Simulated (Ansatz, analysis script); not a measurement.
# CrRh2S4: energy against the total moment

Aim: the energy of CrRh2S4 as its total moment is fixed at a series of values, and its answer to a field.

Program: Ansatz 0.2.0. Level of theory: PBE with U = 1.75 eV on Cr d and U = 1 eV on Rh d, PAW set soft_2. Results are calculated unless marked as measured.

This is a report of a sequence of runs, with most program output left out.

## 1. Starting point

Symmetry: C2/m, No. 12, monoclinic system. The conventional cell has a = 12.255 Å, b = 3.583 Å, c = 6.328 Å, α = 90.00°, β = 119.60°, γ = 90.00°. Cr has 6 S at 2.49 to 2.52 Å nearest. Nearest to Rh lie 6 S at 2.38 to 2.53 Å. Nearest to S lie 2 Cr at 2.49 Å and 3 Rh at 2.49 to 2.53 Å. S has 3 Rh at 2.38 to 2.41 Å and 1 Cr at 2.52 Å nearest. Invented: CrRh2Se4 (C2/m) with S for Se. Farther neighbours and most contacts between anions are not listed.

The cell was made by swapping elements in a known structure type, so the compound is hypothetical in this form.

The cell of this run holds 7 atoms, 3 of them with a starting moment; values «a cell» refer to the cell of the run in question.

## 2. Starting state

The work starts on two spin channels, which tell the size of the moments.

File input.yaml:

```yaml
crystal:
  lattice:
    - [6.127642, -1.791515, 0.0]
    - [6.127642, 1.791515, 0.0]
    - [-3.125922, 0.0, 5.502142]
  atoms:
    - { symbol: Cr, position: [0.0, 0.0, 0.0], spin: 3.0 }
    - { symbol: Rh, position: [0.739837, 0.739837, 0.724529], spin: 1.0 }
    - { symbol: Rh, position: [0.260163, 0.260163, 0.275471], spin: 1.0 }
    - { symbol: S, position: [0.632693, 0.632693, 0.971573] }
    - { symbol: S, position: [0.367307, 0.367307, 0.028427] }
    - { symbol: S, position: [0.872051, 0.872051, 0.542756] }
    - { symbol: S, position: [0.127949, 0.127949, 0.457244] }
magnetization:
  spin_polarized: true
kpoints:
  mp_grid: { grid: [5, 5, 3] }
hamiltonian:
  xc: pbe
  hubbard:
    sites:
      - { species: Cr, l: d, u_eff: 1.75 }
      - { species: Rh, l: d, u_eff: 1.0 }
scf:
  occupations: { method: fermi_dirac, width: 0.02 }
  max_iter: 120
  convergence: { dr2_threshold: 1.0e-08 }
output:
  write_density: true
  write_potential: true
  elf: true
  volumetric_format: npy
```

Started as:

```
ansatz run input.yaml --threads 1 --pin off --max-ram 3072MiB --backend cpu --events-out ev --progress --plain --runs-dir out
```

Run time: 27 s. Hardware: 1 thread of Arm Neoverse V1, shared host; peak memory 0.6 GiB.

Spin moment in the atom's sphere by atom:

```csv
atom,spin moment in the atom's sphere (μB)
Cr1,3.21
Rh2,0.20
Rh3,0.20
S4,-0.05
S5,-0.05
S6,-0.02
S7,-0.02
```

Tables count atoms from 1; parts of the log count from 0.

The run ends ferromagnetic, with a net moment of 3.95 μB a cell. With one Cr atom carrying the moment, parallel order of its images is forced by the cell, not found.

Spin density in the ac plane of the conventional cell at fractional y = 0.000, with atoms of Cr and Rh and S within 0.2 Å of it.

Ten even steps from '0' (-0.1 e/Å³) to '9' (4.6 e/Å³), each cell a mean:
```
62000000000000000000000000000000037
20000000000000000000000000000000022
00000000000000000000000000000000000
00000000000000000000000000000000000
00000000000000000000000000000000000
00000000000000000000000000000000000
00000000000000000000000000000000000
00000000000000000000000000000000000
00000000000000000000000000000000000
00000000000000000000000000000000000
00000000000000000000000000000000000
00000000000000000000000000000000000
00000000000000000000000000000000000
00000000000000000000000000000000000
00000000000000000000000000000000000
11000000000000000000000000000000000
44100000000000000000000000000000002
95100000000000000000000000000000026
```
Columns run along a (12.3 Å), rows up along c (6.3 Å), edges of the conventional cell, whose origin can differ from the input's. Atoms in or near the plane, at fractional coordinates: Cr at (0.00, 0.00), Rh at (0.74, 0.72), Rh at (0.26, 0.28), S at (0.63, 0.97), S at (0.37, 0.03), S at (0.87, 0.54), S at (0.13, 0.46).

Valence density in the ac plane of the conventional cell at fractional y = 0.000, with atoms of Cr and Rh and S within 0.2 Å of it. It is the smooth field of the valence electrons, not physical close to the nuclei.

Values in e/Å³, 10 rows by 16 columns, each cell a mean:
```
 5  0  0  0  1  1  1  0  0  1  1  1  0  0  0  7
 0  0  0  0  0  0  0  0  0  1  1  2  4  1  0  1
 0  0  0  0  0  0  0  0  0  0  1  8  8  1  1  0
 0  0  0  0  0  0  0  0  0  0  1  7  2  1  1  1
 0  1  1  1  0  0  0  0  0  0  0  1  1  1  1  0
 0  1  1  1  1  1  0  0  0  0  0  0  0  1  1  0
 0  1  1  2  9  2  0  0  0  0  0  0  0  0  0  0
 0  0  0  6  9  1  0  0  0  0  0  0  0  0  0  0
 2  1  0  2  1  1  1  0  0  0  1  0  0  0  0  0
12  1  0  0  0  1  1  0  0  1  1  1  0  0  0  5
```
Columns run along a (12.3 Å), rows up along c (6.3 Å), edges of the conventional cell, whose origin can differ from the input's. Atoms in or near the plane, at fractional coordinates: Cr at (0.00, 0.00), Rh at (0.74, 0.72), Rh at (0.26, 0.28), S at (0.63, 0.97), S at (0.37, 0.03), S at (0.87, 0.54), S at (0.13, 0.46).

ELF in the ac plane of the conventional cell at fractional y = 0.000, with atoms of Cr and Rh and S within 0.2 Å of it. It is the smooth field of the valence electrons, not physical close to the nuclei.

Ten even steps from '0' (0.01) to '9' (0.92), each cell a mean:
```
96211000268645763158731586221111379
63100000268877631279856873343221357
21000000257764211379999733665321122
11000000134421000368886326876322322
31000011111100000135653357874346776
41002343210000000012222578753588998
40146776410000000000113577535876898
21578777520111000000012355348623897
14884367521211100000012222367304884
28961277423321100000011111367568851
59963685356532100000000001367887511
79988853578642110000000000245653102
68987534787522343100000000122210002
35554347875336776310000122110000001
11112357763379998510023565310000001
44311235533798898511357887410000012
88521222236852588313676787410000136
98411111148611686226851377311111259
```
Columns run along a (12.3 Å), rows up along c (6.3 Å), edges of the conventional cell, whose origin can differ from the input's. Atoms in or near the plane, at fractional coordinates: Cr at (0.00, 0.00), Rh at (0.74, 0.72), Rh at (0.26, 0.28), S at (0.63, 0.97), S at (0.37, 0.03), S at (0.87, 0.54), S at (0.13, 0.46).

## 3. The same state on a denser mesh

Levels at the Fermi energy are partly filled, so moments and energy differences can hang on the k-mesh, and the state is solved again on a denser one.

input.yaml, the sections that differ from step 2:

```yaml
crystal:
  lattice:
    - [6.127642, -1.791515, 0.0]
    - [6.127642, 1.791515, 0.0]
    - [-3.125922, 0.0, 5.502142]
  atoms:
    - { symbol: Cr, position: [0.0, 0.0, 0.0], spin: 3.21 }
    - { symbol: Rh, position: [0.739837, 0.739837, 0.724529] }
    - { symbol: Rh, position: [0.260163, 0.260163, 0.275471] }
    - { symbol: S, position: [0.632693, 0.632693, 0.971573] }
    - { symbol: S, position: [0.367307, 0.367307, 0.028427] }
    - { symbol: S, position: [0.872051, 0.872051, 0.542756] }
    - { symbol: S, position: [0.127949, 0.127949, 0.457244] }
kpoints:
  mp_grid: { grid: [11, 11, 7] }
basis:
  ecutwfc: 420.0
checkpoint:
  read: start
  write: ck
  compress: false
  write_wavefunctions: false
  write_every: 100000
# magnetization, hamiltonian, scf: as in step 2
# output: removed
```

It took 2.1 min on 1 thread; peak memory 2.1 GiB.

Spin moment in the atom's sphere by atom:

```csv
atom,spin moment in the atom's sphere (μB)
Cr1,3.20
Rh2,0.20
Rh3,0.20
S4,-0.04
S5,-0.04
S6,-0.02
S7,-0.02
```

The run ends ferromagnetic, with a net moment of 3.97 μB a cell, against 3.95 μB on the first mesh.

## 4. Without spin

The state without spin is the zero of E(M).

input.yaml, the sections that differ from step 3:

```yaml
crystal:
  lattice:
    - [6.127642, -1.791515, 0.0]
    - [6.127642, 1.791515, 0.0]
    - [-3.125922, 0.0, 5.502142]
  atoms:
    - { symbol: Cr, position: [0.0, 0.0, 0.0] }
    - { symbol: Rh, position: [0.739837, 0.739837, 0.724529] }
    - { symbol: Rh, position: [0.260163, 0.260163, 0.275471] }
    - { symbol: S, position: [0.632693, 0.632693, 0.971573] }
    - { symbol: S, position: [0.367307, 0.367307, 0.028427] }
    - { symbol: S, position: [0.872051, 0.872051, 0.542756] }
    - { symbol: S, position: [0.127949, 0.127949, 0.457244] }
kpoints:
  mp_grid: { grid: [10, 10, 6] }
# hamiltonian, scf, basis: as in step 3
# magnetization: removed
# checkpoint: removed
```

Wall time 89 s (1 thread); peak memory 1.1 GiB.

## 5. Without spin, levels printed

Changes to input.yaml since step 4:

```diff
@@ -27 +27,3 @@
   ecutwfc: 420.0
+output:
+  eigenvalues: true
```

The job ended after 87 s (1 thread; peak memory 1.1 GiB).

## 6. Total moment fixed at 0.738 μB

Two Fermi levels, one a spin, hold the total moment exactly, which reaches states that a free run would leave.

input.yaml, the sections that differ from step 5:

```yaml
crystal:
  lattice:
    - [6.127642, -1.791515, 0.0]
    - [6.127642, 1.791515, 0.0]
    - [-3.125922, 0.0, 5.502142]
  atoms:
    - { symbol: Cr, position: [0.0, 0.0, 0.0], spin: 0.4428 }
    - { symbol: Rh, position: [0.739837, 0.739837, 0.724529], spin: 0.1476 }
    - { symbol: Rh, position: [0.260163, 0.260163, 0.275471], spin: 0.1476 }
    - { symbol: S, position: [0.632693, 0.632693, 0.971573] }
    - { symbol: S, position: [0.367307, 0.367307, 0.028427] }
    - { symbol: S, position: [0.872051, 0.872051, 0.542756] }
    - { symbol: S, position: [0.127949, 0.127949, 0.457244] }
magnetization:
  spin_polarized: true
  initial_magnetization: 0.738
  spin_locking: { lock_magnetization: hard }
# kpoints, hamiltonian, scf, basis: as in step 5
# output: removed
```

Run time: 4.7 min. Hardware: 1 thread; peak memory 1.8 GiB.

The energy is -407 meV from the state without spin, and the largest site carries 2.22 μB, while atom no. 2 (Rh) stands against the total with -0.49 μB.

## 7. Total moment fixed at 1.476 μB

input.yaml, the sections that differ from step 6:

```yaml
crystal:
  lattice:
    - [6.127642, -1.791515, 0.0]
    - [6.127642, 1.791515, 0.0]
    - [-3.125922, 0.0, 5.502142]
  atoms:
    - { symbol: Cr, position: [0.0, 0.0, 0.0], spin: 0.8856 }
    - { symbol: Rh, position: [0.739837, 0.739837, 0.724529], spin: 0.2952 }
    - { symbol: Rh, position: [0.260163, 0.260163, 0.275471], spin: 0.2952 }
    - { symbol: S, position: [0.632693, 0.632693, 0.971573] }
    - { symbol: S, position: [0.367307, 0.367307, 0.028427] }
    - { symbol: S, position: [0.872051, 0.872051, 0.542756] }
    - { symbol: S, position: [0.127949, 0.127949, 0.457244] }
magnetization:
  spin_polarized: true
  initial_magnetization: 1.476
  spin_locking: { lock_magnetization: hard }
# kpoints, hamiltonian, scf, basis: as in step 6
```

Run time: 3.4 min. Hardware: 1 thread; peak memory 1.6 GiB.

The energy is -760 meV from the state without spin, and the largest site carries 2.46 μB, while atom no. 2 (Rh) stands against the total with -0.34 μB.

## 8. Total moment fixed at 3.69 μB

input.yaml, the sections that differ from step 7:

```yaml
crystal:
  lattice:
    - [6.127642, -1.791515, 0.0]
    - [6.127642, 1.791515, 0.0]
    - [-3.125922, 0.0, 5.502142]
  atoms:
    - { symbol: Cr, position: [0.0, 0.0, 0.0], spin: 2.214 }
    - { symbol: Rh, position: [0.739837, 0.739837, 0.724529], spin: 0.738 }
    - { symbol: Rh, position: [0.260163, 0.260163, 0.275471], spin: 0.738 }
    - { symbol: S, position: [0.632693, 0.632693, 0.971573] }
    - { symbol: S, position: [0.367307, 0.367307, 0.028427] }
    - { symbol: S, position: [0.872051, 0.872051, 0.542756] }
    - { symbol: S, position: [0.127949, 0.127949, 0.457244] }
magnetization:
  spin_polarized: true
  initial_magnetization: 3.69
  spin_locking: { lock_magnetization: hard }
# kpoints, hamiltonian, scf, basis: as in step 7
```

The job ended after 3.4 min (1 thread; peak memory 1.6 GiB).

The energy is -1425 meV from the state without spin, and the largest site carries 3.14 μB.

Between step 7 and this run (fixed moment 3.69 μB/cell) the value for the energy from the run without spin moves from -760 meV to -1425 meV.

## 9. Total moment fixed at 5.166 μB

input.yaml, the sections that differ from step 8:

```yaml
crystal:
  lattice:
    - [6.127642, -1.791515, 0.0]
    - [6.127642, 1.791515, 0.0]
    - [-3.125922, 0.0, 5.502142]
  atoms:
    - { symbol: Cr, position: [0.0, 0.0, 0.0], spin: 3.0996 }
    - { symbol: Rh, position: [0.739837, 0.739837, 0.724529], spin: 1.0332 }
    - { symbol: Rh, position: [0.260163, 0.260163, 0.275471], spin: 1.0332 }
    - { symbol: S, position: [0.632693, 0.632693, 0.971573] }
    - { symbol: S, position: [0.367307, 0.367307, 0.028427] }
    - { symbol: S, position: [0.872051, 0.872051, 0.542756] }
    - { symbol: S, position: [0.127949, 0.127949, 0.457244] }
magnetization:
  spin_polarized: true
  initial_magnetization: 5.166
  spin_locking: { lock_magnetization: hard }
# kpoints, hamiltonian, scf, basis: as in step 8
```

It took 2.5 min on 1 thread; peak memory 1.7 GiB.

The energy is -834 meV from the state without spin, and the largest site carries 3.31 μB.

The other 3 runs of this kind were made alike; their results stand in the table below.

## 10. No field, tight threshold

A field gives a second route to the same curve. A thousand tesla shift each spin by 58 meV, and the threshold is tightened so that small induced moments are resolved.

input.yaml, the sections that differ from step 9:

```yaml
crystal:
  lattice:
    - [6.127642, -1.791515, 0.0]
    - [6.127642, 1.791515, 0.0]
    - [-3.125922, 0.0, 5.502142]
  atoms:
    - { symbol: Cr, position: [0.0, 0.0, 0.0], spin: 3.2 }
    - { symbol: Rh, position: [0.739837, 0.739837, 0.724529] }
    - { symbol: Rh, position: [0.260163, 0.260163, 0.275471] }
    - { symbol: S, position: [0.632693, 0.632693, 0.971573] }
    - { symbol: S, position: [0.367307, 0.367307, 0.028427] }
    - { symbol: S, position: [0.872051, 0.872051, 0.542756] }
    - { symbol: S, position: [0.127949, 0.127949, 0.457244] }
magnetization:
  spin_polarized: true
scf:
  occupations: { method: fermi_dirac, width: 0.02 }
  max_iter: 120
  convergence: { dr2_threshold: 1.0e-10 }
# kpoints, hamiltonian, basis: as in step 9
```

It took 2.7 min on 1 thread; peak memory 1.6 GiB.

The net moment is 3.96 μB a cell.

## 11. Field of 2000 T

Changes to input.yaml since step 10:

```diff
@@ -15,2 +15,3 @@
   spin_polarized: true
+  magnetic_field: 2000.0
 kpoints:
```

Run time: 2.6 min. Hardware: 1 thread; peak memory 1.6 GiB.

The net moment is 4 μB a cell.

The other 2 runs of this kind were made alike; their results stand in the table below.

## 12. Side runs that gave no result

| changed | outcome |
| --- | --- |
| crystal.atoms[2].position | not converged |

## 13. E(M) and M(B)

Energy less the state without spin against total moment:

```csv
total moment (μB/cell),energy less the state without spin (meV/cell)
0.00,0
0.74,-407
1.48,-760
2.21,-1049
2.95,-1284
3.69,-1425
4.43,-1260
5.17,-834
```

The field that holds a moment is half the difference of the two Fermi levels over μB.

Field that holds the moment against total moment:

```csv
total moment (μB/cell),field that holds the moment (T)
0.74,-9255
1.48,-7275
2.21,-6247
2.95,-4529
3.69,-1819
4.43,8485
5.17,11240
```

Site moments:

```csv
total (μB),Cr no. 1 (μB),Rh no. 2 (μB),Rh no. 3 (μB),S no. 4 (μB),S no. 5 (μB),S no. 6 (μB),S no. 7 (μB)
0.738,2.218,-0.4899,-0.4899,-0.1192,-0.1192,-0.1071,-0.1071
1.476,2.463,-0.3407,-0.3407,-0.0992,-0.0992,-0.086,-0.086
2.214,2.71,-0.1838,-0.1838,-0.0849,-0.0849,-0.0678,-0.0678
2.952,2.953,-0.0258,-0.0258,-0.0734,-0.0734,-0.051,-0.051
3.69,3.142,0.1377,0.1377,-0.0529,-0.0529,-0.0274,-0.0274
4.428,3.248,0.2965,0.2965,-0.0091,-0.0091,0.0173,0.0173
5.166,3.311,0.4528,0.4528,0.0442,0.0442,0.0751,0.0751
```

Table of total moment by field:

```csv
field (T),total moment (μB/cell)
0,3.96
500,3.99
1000,4.00
2000,4
```

The curve is far from quadratic already at the first moment, so no Stoner or Landau analysis is made.

## 14. Summary of results

* state of the free run: ferromagnetic
* net moment of the free run: 3.97 μB
* lowest of the fixed moments tried: M = 3.69 μB, -1425 meV
* dM/dB between 0 and 500 T: 0.0640 μB a cell per 1000 T

**Reading.** At this level the system is magnetic: the free run keeps 3.20 μB on the largest site. No other order was typed. Among the fixed moments, E(M) falls 1425 meV below the state without spin and is lowest near 3.69 μB on this grid. The field acts on spins alone. The 11 fixed-moment and field runs took 32 min of wall time, added up. Energies are free energies at a smearing of 0.02 eV, and with partly filled levels differences shift, at times strongly, as the smearing goes to zero.

[Logs and program files are shortened in this print: banners, set-up blocks, solver, clock and traceback lines can be left out without a mark of their own.]

[Logs are printed without paths, hosts, clocks, repeated set-up lines and the standing remarks that a program may print on its own settings, such as how far it seeks lower states.]

[Hosts, paths, dates, database ids (printed as entryN), source tags and the programs' standing remarks are cut or masked in the printed files.]
